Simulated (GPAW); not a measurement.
# Near-edge structure at the O K edge of CsH3O2 (Amm2), part 3 of 3

Wanted: the O K-edge spectrum of CsH3O2 (Amm2), site by site, with its photon-energy scale.

GPAW 26.7.0; X-ray absorption from dipole matrix elements to empty bands, plane-wave PAW LDA.

So far. Step 7 (Spectrum with FCH, O atom 3): Main maxima below 24 eV (height): 2.5 eV (1.88), 3.9 eV (1.53), 7.8 eV (2.04), 14.1 eV (0.59) and 18.8 eV (0.72).  Step 7 (Spectrum with FCH, O atom 3): The hole costs E(hole) − E(ground) = 529.65 eV, and the lowest empty level of the hole cell on the spectrum's mesh lies at 6.14 eV, which puts the zero at 535.79 eV. With the free-atom term of -8.83 eV for this edge, the photon energy is 526.96 eV.

**9. Spectrum with FCH, O atom 2**

A smaller cell brings the holes closer; here they are 4.2 Å apart.

Changed against the first core-hole run: supercell atoms from 18 to 6; the field's mesh follows (3×3×3 to 4×5×5).

File xas.py:

```python
import numpy as np
from ase import Atoms
from ase.parallel import parprint, paropen
from gpaw import GPAW, PW, FermiDirac, Mixer, MixerDif, setup_paths
from gpaw.test import gen
setup_paths.insert(0, '.')
gen('O', name='fch1s', xcname='LDA', corehole=(1, 0, 1), write_xml=True)
from gpaw.mpi import world
world.barrier()

atoms = Atoms('CsO2H3',
    cell=[[-4.25023165, 0, 0],
     [0, 4.42520097, 0],
     [0, -2.21260049, -4.02356038]],
    scaled_positions=[[0, 0.01466894, 0.02933788],
     [0.5, 0.66593899, 0.33187798],
     [0.5, 0.32049136, 0.64098272],
     [0.5, 0.92882307, 0.47612234],
     [0.5, 0.54729927, 0.47612234],
     [0.5, 0.44152703, 0.88305406]],
    pbc=True)
atoms.calc = calc = GPAW(legacy_gpaw=True, mode=PW(500), xc='LDA', setups={1: 'fch1s'},
    kpts={'size': (4, 5, 5), 'gamma': True}, occupations=FermiDirac(0.02),
    charge=0, mixer=Mixer(0.1, 5, 50), maxiter=150,
    convergence={'density': 0.0001}, txt='scf.txt')
energy = atoms.get_potential_energy() + calc.get_reference_energy()
ef = calc.get_fermi_level()
out = dict(energy=energy, fermi=ef, forces=atoms.get_forces().tolist())
parprint(f'all-electron energy {energy:.4f} eV, Fermi level {ef:.4f} eV')
ev = np.array([[calc.get_eigenvalues(k, s) for k in range(len(calc.get_ibz_k_points()))] for s in range(calc.get_number_of_spins())])
out['homo'], out['lumo'], out['counts'] = ev[ev < ef].max(), ev[ev > ef].min(), sorted(set((ev < ef).sum((0, 2)).tolist()))
out['filled'] = (ev[:, 0] < ef).sum(1).tolist()

from ase.units import Ha
from gpaw.xas import dipole_matrix_elements
nb = int(calc.get_number_of_electrons() / 2) + 48
top, nb = nb, nb + 8 + nb // 12
nscf = calc.fixed_density(kpts={'size': (5, 6, 6), 'gamma': True}, nbands=nb,
    convergence={'bands': top, 'eigenstates': 1e-5}, maxiter=60, txt='nscf.txt')
cell = atoms.cell.array
ops = [cell.T @ U.T @ np.linalg.inv(cell.T) for U in nscf.wfs.kd.symmetry.op_scc]
filled = [12]  # bands filled in the ground state, by spin
E = np.arange(-6, 34, 0.1)
fwhm = np.interp(E, [4, 25], [0.9, 3.5])
Y, X, zero, highest = 0, 0, 1e9, 1e9
for spin in range(nscf.get_number_of_spins()):
    wfs = nscf.wfs
    A = dipole_matrix_elements(wfs.setups[1])
    eps = np.zeros((wfs.kd.nibzkpts, nb))
    d = np.zeros((3, A.shape[1], wfs.kd.nibzkpts, nb), complex)
    for kpt in wfs.kpt_u:
        if kpt.s == spin and 1 in kpt.P_ani:
            eps[kpt.k] = kpt.eps_n * Ha
            d[:, :, kpt.k] = (kpt.weight * wfs.nspins / 2) ** 0.5 * np.inner(A, kpt.P_ani[1])
    world.sum(eps)
    world.sum(d)
    T = np.einsum('amkn,bmkn->abkn', d, d.conj()).real
    T = sum(np.einsum('ai,ijkn,bj->abkn', R, T, R) for R in ops) / len(ops)
    empty = np.ones_like(eps, bool) & (np.arange(nb) >= filled[spin])
    zero, highest = min(zero, eps[empty].min()), min(highest, eps[:, top - 1].min())
    lines = [(eps, T, empty)] if spin == 0 else lines + [(eps, T, empty)]
for eps, T, empty in lines:
    f = np.einsum('aakn->akn', T).reshape(3, -1)
    x = eps.ravel() - zero
    w = np.interp(x, E, fwhm) / 2.35482
    g = np.exp(-0.5 * ((E[:, None] - x) / w) ** 2) / (w * (2 * np.pi) ** 0.5)
    Y = Y + (f * empty.ravel()) @ g.T
    X = X + (f * ~empty.ravel()) @ g.T
out.update(E=E.round(2).tolist(), xas=Y.tolist(), xes=X.tolist(), zero=zero, valid=highest - zero, nk=len(eps), nb=nb)
for i in range(0, len(E), 10):
    parprint(f'{E[i]:7.2f}', *(f'{v:10.3e}' for v in Y[:, i]))
import json
with paropen('out.json', 'w') as f:
    json.dump(out, f)
```

Started as:

```bash
OMP_NUM_THREADS=1 mpirun -n 4 gpaw python xas.py
```

The job ended after 33 s (4 MPI ranks of Arm Neoverse V2, shared host; peak memory 0.27 GiB).

These settings depart from the first run's and aren't meant as converged.

The scaled spectrum changes by 43 % r.m.s. A shift of +0.8 eV leaves 18 %. The highest intensity below 16 eV goes from 6.6 eV (3.75) to 7.6 eV (3.65).

| E (eV) | first run | this run |
| --- | --- | --- |
| -2.0 | 0.00 | 0.00 |
| -0.5 | 0.00 | 0.00 |
| 1.0 | 0.23 | 0.14 |
| 2.5 | 1.73 | 1.24 |
| 4.0 | 1.24 | 1.21 |
| 5.5 | 1.36 | 1.07 |
| 7.0 | 3.35 | 3.02 |
| 8.5 | 1.14 | 2.33 |
| 10.0 | 0.80 | 0.81 |
| 11.5 | 0.47 | 0.42 |
| 13.0 | 0.58 | 0.65 |
| 14.5 | 0.56 | 0.59 |
| 16.0 | 0.51 | 0.47 |
| 17.5 | 0.61 | 0.59 |
| 19.0 | 0.67 | 0.69 |
| 20.5 | 0.59 | 0.63 |
| 22.0 | 0.51 | 0.55 |
| 23.5 | 0.48 | 0.49 |
| 25.0 | 0.57 | 0.54 |
| 26.5 | 0.79 | 0.72 |
| 28.0 | 0.88 | 0.86 |
| 29.5 | 0.73 | 0.79 |

**10. What the core hole does**

Both curves are counted from their own zero, so only the shift of weight within the empty states shows.

| E (eV) | no hole | FCH |
| --- | --- | --- |
| -2.0 | 0.00 | 0.00 |
| -1.0 | 0.00 | 0.00 |
| 0.0 | 0.01 | 0.01 |
| 1.0 | 0.15 | 0.23 |
| 2.0 | 0.79 | 1.42 |
| 3.0 | 0.97 | 1.42 |
| 4.0 | 1.27 | 1.24 |
| 5.0 | 0.64 | 0.87 |
| 6.0 | 0.27 | 2.66 |
| 7.0 | 0.52 | 3.35 |
| 8.0 | 1.51 | 1.49 |
| 9.0 | 2.74 | 1.06 |
| 10.0 | 2.83 | 0.80 |
| 11.0 | 1.61 | 0.48 |
| 12.0 | 1.01 | 0.51 |
| 13.0 | 0.96 | 0.58 |
| 14.0 | 0.99 | 0.59 |
| 15.0 | 0.80 | 0.53 |
| 16.0 | 0.58 | 0.51 |
| 17.0 | 0.59 | 0.57 |
| 18.0 | 0.68 | 0.65 |
| 19.0 | 0.72 | 0.67 |
| 20.0 | 0.69 | 0.62 |
| 21.0 | 0.63 | 0.56 |
| 22.0 | 0.56 | 0.51 |
| 23.0 | 0.51 | 0.48 |
| 24.0 | 0.48 | 0.49 |
| 25.0 | 0.48 | 0.57 |
| 26.0 | 0.57 | 0.72 |
| 27.0 | 0.71 | 0.85 |
| 28.0 | 0.83 | 0.88 |
| 29.0 | 0.84 | 0.79 |
| 30.0 | 0.74 | 0.67 |

With each curve scaled to its own mean, the area from −2 to 6 eV with the hole is 6.2 against 3.9, and the centre of weight from −1 to 20 eV moves by -1.7 eV: the hole pulls the absorber's empty states down.

**11. The sites side by side**

| atom | surroundings | onset shift (eV) | energy of the highest intensity below 16 eV |
| --- | --- | --- | --- |
| 2 | 2 H at 1.02 Å, 1 H at 1.81 Å, 4 Cs at 3.30 Å and 2 Cs at 3.52 Å (9-fold, site symmetry mm2) | +0.00 | 6.6 |
| 3 | 1 H at 0.97 Å, 2 H at 1.52 Å, 2 Cs at 3.25 Å and 4 Cs at 3.44 Å (9-fold, site symmetry mm2) | -1.09 | 7.8 |

On one energy scale, from the first site's zero:

| E (eV) | atom 2 | atom 3 |
| --- | --- | --- |
| -2.0 | 0.00 | 0.00 |
| -1.0 | 0.00 | 0.04 |
| 0.0 | 0.01 | 0.58 |
| 1.0 | 0.23 | 1.69 |
| 2.0 | 1.42 | 1.59 |
| 3.0 | 1.42 | 1.50 |
| 4.0 | 1.24 | 1.09 |
| 5.0 | 0.87 | 1.84 |
| 6.0 | 2.66 | 1.99 |
| 7.0 | 3.35 | 1.99 |
| 8.0 | 1.49 | 1.37 |
| 9.0 | 1.06 | 0.81 |
| 10.0 | 0.80 | 0.47 |
| 11.0 | 0.48 | 0.49 |
| 12.0 | 0.51 | 0.56 |
| 13.0 | 0.58 | 0.59 |
| 14.0 | 0.59 | 0.55 |
| 15.0 | 0.53 | 0.53 |
| 16.0 | 0.51 | 0.60 |
| 17.0 | 0.57 | 0.69 |
| 18.0 | 0.65 | 0.71 |
| 19.0 | 0.67 | 0.65 |
| 20.0 | 0.62 | 0.57 |
| 21.0 | 0.56 | 0.51 |
| 22.0 | 0.51 | 0.50 |
| 23.0 | 0.48 | 0.54 |
| 24.0 | 0.49 | 0.63 |
| 25.0 | 0.57 | 0.77 |
| 26.0 | 0.72 | 0.88 |
| 27.0 | 0.85 | 0.89 |
| 28.0 | 0.88 | 0.81 |
| 29.0 | 0.79 | 0.70 |
| 30.0 | 0.67 | 0.64 |

**12. Summary of results**

```
absorber and edge                               : O K, atom 2 of the ground-state input (counted from 1)
surroundings                                    : 2 H at 1.02 Å, 1 H at 1.81 Å, 4 Cs at 3.30 Å and 2 Cs at 3.52 Å (9-fold, site symmetry mm2)
highest intensity below 16 eV                   : 6.6 eV above the zero, height 3.75
photon energy of the zero, with the added terms : 528.0 eV (raw 536.9 eV; LDA puts this hole about 4 eV below PBE, itself good to a few eV)
```

In words: The O K edge of atom 2, with 2 H at 1.02 Å, 1 H at 1.81 Å, 4 Cs at 3.30 Å and 2 Cs at 3.52 Å (9-fold, site symmetry mm2), has its highest intensity of the first 16 eV at 6.6 eV above the zero, near 535 eV in photon energy (LDA puts this hole about 4 eV below PBE, itself good to a few eV), 3.7 times the mean level of the first 20 eV (Gaussian full width 0.9 eV up to 4 eV, rising linearly to 3.5 eV at 25 eV). The O K spectra of the 2 sites differ in shape by up to 36 % r.m.s. after the best shift, and their zeros spread over 1.09 eV. With each curve scaled to its own mean, the area from −2 to 6 eV with the hole is 6.2 against 3.9, and the centre of weight from −1 to 20 eV moves by -1.7 eV: the hole pulls the absorber's empty states down. A cell with holes 4.2 Å apart changes the curve by 43 % r.m.s. (18 % after the best shift). At the O K edge of atom 2 polarisation matters most near 6.5 eV, where the curves differ by 7.6 on this scale. The holes are only 6.1 Å apart, so the shape is probably not converged with cell size; no larger cell was run here. The mesh is coarse (0.27 Å⁻¹ between points), so small maxima may be mesh ripples. The structure is a computed Materials Project entry and may be a hypothetical form.

[Logs are printed without paths, hosts, clocks, repeated set-up lines and the standing remarks that a program may print on its own settings, such as how far it seeks lower states.]

[Hosts, paths, dates, database ids (printed as entryN), source tags and the programs' standing remarks are cut or masked in the printed files.]

[Lists of maxima count a maximum above −3 eV only where it reaches 4 % of the highest in the window and stands out from its surroundings by 2 % of it (1.5 % where it reaches 55 %); shoulders and weaker maxima are passed over, and of the rest the first, up to two pre-edge ones and the few strongest are named.]
